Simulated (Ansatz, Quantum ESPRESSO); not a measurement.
# Lattice dynamics of CdF2 (Fm-3m) in two programs, part 4 of 4

Aim: the phonon dispersion of CdF2 (Fm-3m), checked by a second program.

Quantum ESPRESSO 7.5; DFT LDA, scalar-relativistic, plane waves, GBRV ultrasoft pseudopotentials.

So far. Step 9 (Modes with the sum rule): The rule also moves an optical mode by 0.3 cm⁻¹. Step 11 (Modes along a direction of q (1 0 0)): The field moves one mode, from 240 to 390 cm⁻¹; the others stay.

**13. A second program**

The same cell goes through another code, with its own cutoff. It uses its own PAW datasets, so the potentials differ. Its k mesh is centred on Γ.

This step: DFT LDA, scalar-relativistic, plane waves, PAW (Ansatz 0.2.0).

The input, input.yaml:

```yaml
crystal:
  lattice:
    - [-2.6537491455, 0.0, 2.6537491455]
    - [0.0, 2.6537491455, 2.6537491455]
    - [-2.6537491455, 2.6537491455, 0.0]
  atoms:
    - { symbol: Cd, position: [0.0, 0.0, 0.0] }
    - { symbol: F, position: [0.75, 0.75, 0.75] }
    - { symbol: F, position: [0.25, 0.25, 0.25] }
kpoints:
  mp_grid: { grid: [8, 8, 8] }
hamiltonian:
  xc: lda
scf:
  occupations: { method: fixed }
output:
  eigenvalues: true
phonons:
  method: dfpt
  dielectric: true
  rigid_motions: translations
  qmesh: [4, 4, 4]
  temperatures: { t_max: 1000, t_step: 50 }
  qpath:
    path:
      - [[0.0, 0.0, 0.0], [0.0, 0.5, 0.5], [0.0, 0.625, 0.375]]
      - [[-0.375, 0.375, 0.0], [0.0, 0.0, 0.0], [0.0, 0.5, 0.0], [-0.25, 0.5, 0.25], [0.0, 0.5, 0.5]]
    npoints: 12
```

Launch:

```sh
$ ansatz run input.yaml --threads 4 --pin off --max-ram 8192MiB --backend cpu --events-out ev --progress --plain --runs-dir out
```

Log:

```text
Warning: phonons: the dynamical matrix that this run interpolates holds no multipole term above the dipole-dipole one, and a site of this crystal is no centre of inversion, so its interpolated transverse optical and acoustic branches and sound speeds can stay off near Gamma, and the density of states and the thermodynamics with them. What a run solves at a wave vector of phonons.qpoints, Gamma apart, where the deck admits one, is free of this, and under fd what a larger phonons.supercell samples
Engine: ansatz 0.2.0, x86_64-unknown-linux-gnu
Pseudopotentials: kind: paw
Pseudopotential: Cd, paw, valence charge 20, recommended cutoff 420 eV (normal), Cd.paw.azcp
Pseudopotential: F, paw, valence charge 7, recommended cutoff 420 eV (normal), F.paw.azcp
Functional definition: SPW92
  exchange = slater_x
  correlation = pw_c
Crystal: 3 atoms, lattice volume = 37.377 Å³
Basis set: ecut = 420 eV, 725 PW (Γ), exchange–correlation on 54×54×54 points (8 copies of the dense FFT grid, shifted against one another)
Bands: 21, of which v1, the nominal top of the filled ones, is band 17 counted from 1 (16 counted from 0)
Symmetry: 48 space group operations
k-points: 95 of 512 (irreducible under 4 space group operations, time reversal used)
Non-local potential: Cd, projectors of the file, l = 0: 3, l = 1: 2, l = 2: 2, l = 3: 1
Non-local potential: F, projectors of the file, l = 0: 2, l = 1: 2, l = 2: 1
PAW form: soft (Blöchl's): semilocal exchange-correlation on the pseudo side does not see the compensation charge
PAW frozen core: Cd, regenerated for the run's functional, and the local potential with it (the file was generated under x = pbe(κ = 0.804, μ = 0.219515), c = pbe(β = 0.066725))
PAW frozen core: F, regenerated for the run's functional, and the local potential with it (the file was generated under x = pbe(κ = 0.804, μ = 0.219515), c = pbe(β = 0.066725))
PAW one-centre angular grid: Cd, 590 points (default); XC on 64 Gauss nodes
PAW one-centre angular grid: F, 110 points (default); XC on 64 Gauss nodes
Initial density: superposition of atomic densities (neutral atoms: chi_scale 0, normalization atom), corrected by the library's trained network
Initial wavefunctions: pseudopotential atomic-orbital guess
Functional: x = slater, c = lda
SCF iter   1: F=—  HF=-9706.395573 eV  |F-HF|=—  |Δ(HF+E_count)|=         —  Δρ=2.36e-2  dr2=1.47e-1  ethr=1.77e-3  ⟨swp⟩=4.1  Hψ=7139  notcnv=0  defer=144
preconditioner: auto → none  [insulator: Δε(μ)=2.693 eV  Ē_g=16.391 eV  n_scr=14 (ndim 8)  ℏωp=31.0 eV  f_vac=0.123  ε∞_Penn≈4.6]
SCF iter   2: F=—  HF=-9706.359684 eV  |F-HF|=—  |Δ(HF+E_count)|=   3.59e-2  Δρ=1.22e-2  dr2=2.70e-2  ethr=4.32e-4  ⟨swp⟩=2.0  Hψ=4185  notcnv=0  defer=185
SCF iter   3: F=—  HF=-9706.351174 eV  |F-HF|=—  |Δ(HF+E_count)|=   8.51e-3  Δρ=2.04e-3  dr2=7.29e-4  ethr=7.93e-5  ⟨swp⟩=2.0  Hψ=3413  notcnv=0  defer=188
SCF iter   4: F=—  HF=-9706.350943 eV  |F-HF|=—  |Δ(HF+E_count)|=   2.31e-4  Δρ=8.56e-4  dr2=8.68e-5  ethr=2.14e-6  ⟨swp⟩=1.7  Hψ=2203  notcnv=0  defer=174
SCF iter   5: F=—  HF=-9706.350905 eV  |F-HF|=—  |Δ(HF+E_count)|=   3.77e-5  Δρ=2.96e-5  dr2=1.60e-7  ethr=2.55e-7  ⟨swp⟩=2.0  Hψ=3230  notcnv=0
SCF iter   6: F=—  HF=-9706.350905 eV  |F-HF|=—  |Δ(HF+E_count)|=   7.64e-7  Δρ=4.15e-6  dr2=3.31e-9  ethr=4.72e-10  ⟨swp⟩=2.3  Hψ=2928  notcnv=0
SCF iter   7: F=-9706.350905 eV  HF=-9706.350905 eV  |F-HF|=1.82e-12  |Δ(HF+E_count)|=  3.17e-10  Δρ=2.10e-7  dr2=6.90e-12  ethr=1.00e-12  ⟨swp⟩=6.9  Hψ=10497  notcnv=0
SCF 1 converged in 7 iterations: F = -9706.350905 eV  dr2 = 6.90e-12
  greatest PAW one-centre occupation: 1.000 electrons in one spin orbital (limit 2), on the Cd atom at site 0 (counted from 0), in its partial waves of l = 0
DFPT response loops at Γ: preconditioner auto → none (the input reference at scf.mixing.eps_inf says where Resta's filter doesn't serve); β = 0.50; Broyden in place of MSR1
NSCF: frozen V_eff on 29 k-points
NSCF: frozen V_eff on 576 k-points
DFPT response loops at q = (0, 0, 0.25) (fractional): mixed as the last ones told, above
NSCF: frozen V_eff on 300 k-points
DFPT response loops at q = (0, 0, -0.5) (fractional): preconditioner auto → Resta (q_TF=auto, 2.686 Å⁻¹)  ε∞=4.5 (no band partly filled); β = 1.00, the filter's whole step (`scf.mixing.beta` (0.50) is not read by the response loops at its default; to damp them type it under 1.00, their step now; it binds the ground state too); Broyden in place of MSR1
NSCF: frozen V_eff on 328 k-points
DFPT response loops at q = (0, 0.25, 0.25) (fractional): preconditioner auto → none (the input reference at scf.mixing.eps_inf says where Resta's filter doesn't serve); β = 0.50; Broyden in place of MSR1
NSCF: frozen V_eff on 1024 k-points
DFPT response loops at q = (0, 0.25, -0.5) (fractional): preconditioner auto → Resta (q_TF=auto, 2.686 Å⁻¹)  ε∞=4.5 (no band partly filled); β = 1.00, the filter's whole step (`scf.mixing.beta` (0.50) is not read by the response loops at its default; to damp them type it under 1.00, their step now; it binds the ground state too); Broyden in place of MSR1
NSCF: frozen V_eff on 576 k-points
DFPT response loops at q = (0, 0.25, -0.25) (fractional): preconditioner auto → none (the input reference at scf.mixing.eps_inf says where Resta's filter doesn't serve); β = 0.50; Broyden in place of MSR1
NSCF: frozen V_eff on 190 k-points
DFPT response loops at q = (0, -0.5, -0.5) (fractional): preconditioner auto → Resta (q_TF=auto, 2.686 Å⁻¹)  ε∞=4.5 (no band partly filled); β = 1.00, the filter's whole step (`scf.mixing.beta` (0.50) is not read by the response loops at its default; to damp them type it under 1.00, their step now; it binds the ground state too); Broyden in place of MSR1
NSCF: frozen V_eff on 328 k-points
DFPT response loops at q = (0.25, -0.5, -0.25) (fractional): mixed as the last ones told, above
SCF converged after 7 iterations
Free energy (F): -9706.350905 eV
Harris-Foulkes:  -9706.350905 eV  (|F-HF|=1.82e-12)
Internal energy: -9706.350905 eV  (E = F + TS)
E sigma→0 (E₀):  -9706.350905 eV
Fermi energy:    6.716218 eV
--- Per-component energies (eV) ---
  E_band       = -469.987002
  E_kinetic    = 916.164294
  E_local      = -4144.657539  (includes V_loc(G=0)·N_el)
  E_nonlocal   = 196.161650
  E_hartree    = 1832.441709
  E_xc         = -330.335973
  E_vxc        = -421.806700  (∫ρ·V_xc dr)
  E_paw        = -4325.722100  (= ΣΔE_a)
  E_vpaw       = -680.736195  (= ΣTr[D̂ρ^β])
  E_aug_tail   = 0.004100  (compensation charges beyond the density's cutoff)
  E_ewald      = -3851.400117
  E_core_change = 0.993072  (= ΣΔE_core)
  E_smearing   = -0.000000  (= −TS)
  E_closure    = 0.000000  (closes the sum)
  Σ components = -9706.350905   (vs F -9706.350905, Δ=0.00e0)
--- Band table (eV; the first three rows and the last of 95) ---
  k-point 0: bands = [... 13 lower, 5.5778, 6.3019, 6.3019, 6.3019, 9.6881, 19.2291, 19.2291, 19.2291]
  k-point 1: bands = [... 13 lower, 5.4835, 6.1514, 6.2946, 6.2946, 10.3005, 18.5026, 19.4830, 19.4830]
  k-point 2: bands = [... 13 lower, 5.1923, 5.5498, 6.3104, 6.3104, 11.6617, 17.3261, 20.1441, 20.1441]
  k-point 94: bands = [... 13 lower, 3.5622, 6.0858, 6.6193, 6.6193, 14.8223, 16.3348, 18.2799, 21.0396]
--- Phonons (Γ-DFPT): 2 representative perturbations + reference, on 95 of 512 k-points (Σ response iterations 8) ---
  k mesh reduced under 4 symmetry operations, with k and −k counted as one. Each operation leaves every solved perturbation unchanged. A smaller set is not considered because the run solves the response to a homogeneous field
  ASR residual: 5.019e-5 → 0.000e0 eV/Å²; symmetrization residual: 4.911e-7 eV/Å²
  ASR residual per site (eV/Å²): 5.02e-5 4.95e-5 4.95e-5
  Γ frequencies (cm⁻¹): 0.00 0.00 0.00 233.02 233.02 233.02 315.43 315.43 315.43
  ε∞ (high-frequency dielectric tensor):
        2.935291    -0.000000    -0.000000
        0.000000     2.935291     0.000000
        0.000000     0.000000     2.935291
  ε⁰ (static dielectric tensor: ions relaxed, cell fixed):
        8.101628     0.000000    -0.000000
        0.000000     8.101628     0.000000
       -0.000000     0.000000     8.101628
  ε⁰ − ε∞ (ionic part):
        5.166338     0.000000    -0.000000
        0.000000     5.166338     0.000000
       -0.000000     0.000000     5.166338
  softest optical mode at Γ: 233.02 cm⁻¹; the repairs (sum rule, projections) moved no ω² at Γ by more than (0.88 cm⁻¹)²
  Born effective charges Z* (e; rows j = field, columns β = displacement):
    site 0:
         2.45992   -0.00000    0.00000
         0.00000    2.45992    0.00000
         0.00000    0.00000    2.45992
    site 1:
        -1.22996    0.00000    0.00000
        -0.00000   -1.22996   -0.00000
         0.00000    0.00000   -1.22996
    site 2:
        -1.22996    0.00000    0.00000
        -0.00000   -1.22996   -0.00000
        -0.00000    0.00000   -1.22996
  Z* charge neutrality: 2.592e-5 e pre-enforcement
  k-mesh period / interband length: 30.0 Å / 1.36 Å = 22.07 at k = (0.0000, 0.0000, 0.0000), direct gap 3.386 eV — 14 or more, which is no proof of convergence
  optical modes at Γ without the LO–TO term, one row a degenerate level:
      ω (cm⁻¹)  modes    IR ((D/Å)²/amu)
        233.02      3            14.7482
        315.43      3             0.0000
  optical modes at Γ + LO–TO along q̂ = [1.0000, 0.0000, 0.0000]:
      ω (cm⁻¹)  modes    IR ((D/Å)²/amu)
        233.02      2             9.8321
        315.43      3             0.0000
        387.13      1             4.9161
  optical modes at Γ + LO–TO along q̂ = [0.0000, 1.0000, 0.0000]:
      ω (cm⁻¹)  modes    IR ((D/Å)²/amu)
        233.02      2             9.8321
        315.43      3             0.0000
        387.13      1             4.9161
  optical modes at Γ + LO–TO along q̂ = [0.0000, 0.0000, 1.0000]:
      ω (cm⁻¹)  modes    IR ((D/Å)²/amu)
        233.02      2             9.8321
        315.43      3             0.0000
        387.13      1             4.9161
--- Phonons (arbitrary-q DFPT): 8 irreducible q on the 4×4×4 mesh ---
  q = [0.0000, 0.0000, 0.0000] (star 1, of the zone-centre solve; hermiticity 1.35e-7, symmetrization 1.93e-8): -0.00 -0.00 -0.00 233.02 233.02 233.02 315.43 315.43 315.43
  q = [0.0000, 0.0000, 0.2500] (star 8, 2 solved perturbations on 288 of 512 k-point pairs; hermiticity 7.72e-7, symmetrization 4.43e-13): 63.73 63.73 123.47 244.72 244.72 308.03 308.03 309.81 375.48
  q = [0.0000, 0.0000, -0.5000] (star 4, 2 solved perturbations on 150 of 512 k-point pairs; hermiticity 6.42e-7, symmetrization 1.55e-12): 87.96 87.96 184.73 262.92 262.92 294.83 294.83 304.41 358.04
  q = [0.0000, 0.2500, 0.2500] (star 6, 4 solved perturbations in 528 linear systems a pass and spin channel, the states on 164 of 512 k-point pairs; hermiticity 3.85e-7, symmetrization 1.71e-13): 60.64 60.64 148.10 200.66 200.66 243.08 341.66 341.66 396.98
  q = [0.0000, 0.2500, -0.5000] (star 24, 4 solved perturbations in 1600 linear systems a pass and spin channel, the states on 512 of 512 k-point pairs; hermiticity 6.44e-7, symmetrization 7.28e-14): 95.52 120.97 168.65 183.36 199.54 226.39 340.83 345.71 394.28
  q = [0.0000, 0.2500, -0.2500] (star 12, 4 solved perturbations in 904 linear systems a pass and spin channel, the states on 288 of 512 k-point pairs; hermiticity 7.91e-7, symmetrization 1.53e-13): 90.60 101.28 159.62 179.83 250.50 283.83 303.93 334.57 386.03
  q = [0.0000, -0.5000, -0.5000] (star 3, 4 solved perturbations in 308 linear systems a pass and spin channel, the states on 95 of 512 k-point pairs; hermiticity 6.12e-7, symmetrization 5.13e-13): 109.98 109.98 112.53 152.04 152.04 197.83 362.13 362.13 410.23
  q = [0.2500, -0.5000, -0.2500] (star 6, 4 solved perturbations in 502 linear systems a pass and spin channel, the states on 164 of 512 k-point pairs; hermiticity 8.54e-7, symmetrization 9.89e-13): 113.96 132.76 135.04 156.85 156.85 288.65 288.65 373.08 400.78
  sum rule: each row above includes the acoustic sum rule's correction from the zone centre's row sums; it moved no ω² by more than (0.84 cm⁻¹)²
  mesh force constants: q→R imaginary residual 3.86e-18; ASR residual 5.019e-5 → 0.000e0 eV/Å²; symmetrization residual 7.105e-15 eV/Å²
  interpolated dispersion: 75 rows × 9 modes
  density of states and harmonic sums: on the 20×20×20 q-mesh, interpolated from the force constants of a 4×4×4 supercell (with the dipole–dipole term)
  largest difference from the sums on the solved wave vectors: F 1.22e-2 eV, S 1.62e-5 and C_V 3.99e-6 eV/K
  zero-point energy: 0.127670 eV/cell   skipped modes (ω ≤ 0): 3   left out of the sums: 4.17e-5 of the cell's modes: C_V's classical limit lies that fraction below 3 k_B per atom; for a crystal, a wire or a layer, F and S can be off by more, and a phonons.interpolated_qmesh denser along its periods is the remedy for the sampling
```

It took 4.4 min on 4 threads of Intel Xeon Platinum 8559C (Emerald Rapids), shared host; peak memory 1.2 GiB; 5.9 min of CPU time.

Numbers from this step:

- gap on the k-mesh: 2.972 eV
- sum-rule residual before enforcement: 5.02e-5 eV/Å²
- miss of the charge sum rule: 2.59e-5 e
- lowest frequency on the path: 0 cm⁻¹
- mean frequency: 228.8 cm⁻¹
- Debye temperature (second moment): 467 K
- logarithmic mean frequency: 201.6 cm⁻¹
- highest optical zone-centre mode (no LO-TO term): 315.4 cm⁻¹
- lowest optical zone-centre mode: 233.0 cm⁻¹
- mean high-frequency dielectric constant: 2.935
- largest Born charge in size (third of the trace): 2.46 e
- mean static dielectric constant: 8.1
- highest mode moved by the LO-TO term: 387.1 cm⁻¹
- lowest mode on the q mesh (acoustic ones at the zone centre apart): 60.6 cm⁻¹

Transverse modes. Infrared lines, with heights relative to the strongest:

```csv
position (cm⁻¹),label,"IR intensity ((D/Å)²/amu), degenerate modes summed, relative"
233,T1u,100
315,T2g,0.0
```

**14. Side by side: QE GBRV and Ansatz, PAW**

Numbers from this step:

```
root-mean-square difference             : 3.96 cm⁻¹
largest difference                      : 8.96 cm⁻¹
root-mean-square difference on the path : 4.3 cm⁻¹
largest difference on the path          : 9.7 cm⁻¹
```

The 12 of 72 modes that differ most. Frequencies side by side:

```csv
q (reciprocal lattice),mode,QE GBRV (cm⁻¹),"Ansatz, PAW (cm⁻¹)"
0 0 0,1,-9.16,0
0 0 0,2,-9.16,0
0 0 0,3,-9.16,0
0 0 0,4,239.4,233
0 0 0,5,239.4,233
0 0 0,6,239.4,233
0 0.25 0.25,4,206.6,200.7
0 -0.5 -0.5,3,121.5,112.5
0 -0.5 -0.5,4,159.1,152
0 -0.5 -0.5,5,159.1,152
0.25 -0.5 -0.25,2,140.9,132.8
0.25 -0.5 -0.25,3,142.5,135
```

The two runs side by side. Further quantities:

```csv
quantity,QE GBRV,"Ansatz, PAW"
mean ε∞,2.927,2.935
"largest Born charge in size (e; the first before, the second after the charge sum rule)",2.449,2.46
```

At the solved wavevectors the largest difference (acoustic modes at Γ apart) is 2 % of the highest mode, but 7 % of the mode at 121 cm⁻¹ on which it sits.

**15. Summary of results**

```yaml
space_group_after_relaxation: Fm-3m
volume_per_atom: 12.5 Å³
gap_on_the_k_mesh: 2.91 eV
highest_optical_zone_centre_mode_no_lo_to_term: 318.2 cm⁻¹
lowest_optical_zone_centre_mode: 239.8 cm⁻¹
highest_mode_moved_by_the_lo_to_term: 390.4 cm⁻¹
mean_high_frequency_dielectric_constant: 2.93
largest_born_charge_in_size_third_of_the_trace: 2.45 e
mean_static_dielectric_constant: 7.76
q_mesh: 4×4×4
lowest_mode_on_the_q_mesh_acoustic_ones_at_the_zone_centre_apart: 61.7 cm⁻¹
zero_point_energy_per_atom: 43.2 meV
heat_capacity_at_300_k: 22.2 J/(mol atoms K)
vibrational_entropy_at_300_k: 26.8 J/(mol atoms K)
imaginary_modes_on_the_q_mesh: none
largest_difference_from_ansatz_paw: 8.96 cm⁻¹
```

What this shows: CdF2 (Fm-3m) is dynamically stable on the 4×4×4 mesh; its spectrum reaches 413 cm⁻¹. At the LDA level the optical modes of CdF2 (Fm-3m) at the zone centre (no LO-TO term) run from 240 to 318 cm⁻¹. Along the directions run, the highest mode that the macroscopic field moves lies at 390 cm⁻¹. Lattice motion raises the mean dielectric constant from 2.927 to 7.76. The Born charge of Cd is 2.449 e against a formal charge of +2, somewhat above it. Of the 6 optical modes, 3 are infrared active alone and 3 are Raman active alone; inversion symmetry keeps the two sets apart. QE GBRV and Ansatz, PAW differ by 4.0 cm⁻¹ in the root mean square and by 9.0 cm⁻¹ at most, 2.2 % of the highest mode compared (acoustic modes at Γ left out; ph.x's values are those before the sum rule); the two use different potentials. These are harmonic frequencies at zero temperature: anharmonic shifts, linewidths and thermal expansion are left out.

[Long decimals in the printed logs are rounded to 6 places.]

[Host names, launcher messages, clock columns and parts of forces and stress are left out of these logs.]

[Logs are printed without paths, hosts, clocks, repeated set-up lines and the standing remarks that a program may print on its own settings, such as how far it seeks lower states.]

[Hosts, paths, dates, database ids (printed as entryN), source tags and the programs' standing remarks are cut or masked in the printed files.]

[Where Elk ran, warnings of its patched build on accuracy (core leakage, angular cutoffs, spin-orbit splittings, empty states, lower magnetic states) are left out.]

[Sessions in which a second program contradicted a gradient-corrected response are left out of this set, so agreement between programs is selected.]
